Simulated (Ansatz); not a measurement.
The compound is KFeBr3 (cubic perovskite) (Pm-3m).

The structure was built from a prototype and need not be the compound's stable phase.

Symmetry: Pm-3m, No. 221, cubic system. The conventional cell has a = 4.864 Å, b = 4.864 Å, c = 4.864 Å, α = 90.00°, β = 90.00°, γ = 90.00°. Nearest to K lie 12 Br at 3.44 Å. Nearest to Fe lie 6 Br at 2.43 Å. Nearest to Br lie 2 Fe at 2.43 Å and 4 K at 3.44 Å. Farther neighbours and most contacts between anions are not listed.

```cif
data_structure
_symmetry_space_group_name_H-M 'P 1'
_symmetry_Int_Tables_number 1
_cell_length_a 4.8644
_cell_length_b 4.8644
_cell_length_c 4.8644
_cell_angle_alpha 90.000
_cell_angle_beta 90.000
_cell_angle_gamma 90.000
_cell_volume 115.10
loop_
_atom_site_label
_atom_site_type_symbol
_atom_site_fract_x
_atom_site_fract_y
_atom_site_fract_z
_atom_site_occupancy
K1 K 0.00000 0.00000 0.00000 1
Fe2 Fe 0.50000 0.50000 0.50000 1
Br3 Br 0.50000 0.50000 0.00000 1
Br4 Br 0.50000 0.00000 0.50000 1
Br5 Br 0.00000 0.50000 0.50000 1
```

The structure was relaxed with LDA. The structure type comes from a generator and need not be one that this composition takes. The structure was generated from a model, not taken from a measurement. The runs that relaxed it are not among those shown. The program's search for lower electronic states was switched off, so nothing shows that the state found is the lowest. PAW set soft_2, made with PBE.

A constrained-RPA run (Ansatz 0.2.0; non-magnetic LDA; Fe d, bands v3 to c2, 4×4×4 mesh, medium accuracy) builds 5 functions on bands 3.4 eV wide, with 6.0 electrons in the window. The bare on-site interaction is 17.4 eV and the bare J 0.56 eV.

Estimate U, U′ and J.

On the Fe d shell, U = 3.54 eV (20 % of the bare value), U′ = 2.65 eV, J = 0.44 eV.

The parent state is non-magnetic and the interaction static (zero frequency); U depends on the window and the orbitals, so it belongs to this model alone.

[Paths, hosts, dates, memory and timing lines, banners, echoed tables and standing remarks are left out of the program output.]

[Logs are printed without paths, hosts, clocks, repeated set-up lines and the standing remarks that a program may print on its own settings, such as how far it seeks lower states.]

[Runs of the session that timed out or met a known fault of the program may be left out.]

[Hosts, paths, dates, database ids (printed as entryN), source tags and the programs' standing remarks are cut or masked in the printed files.]
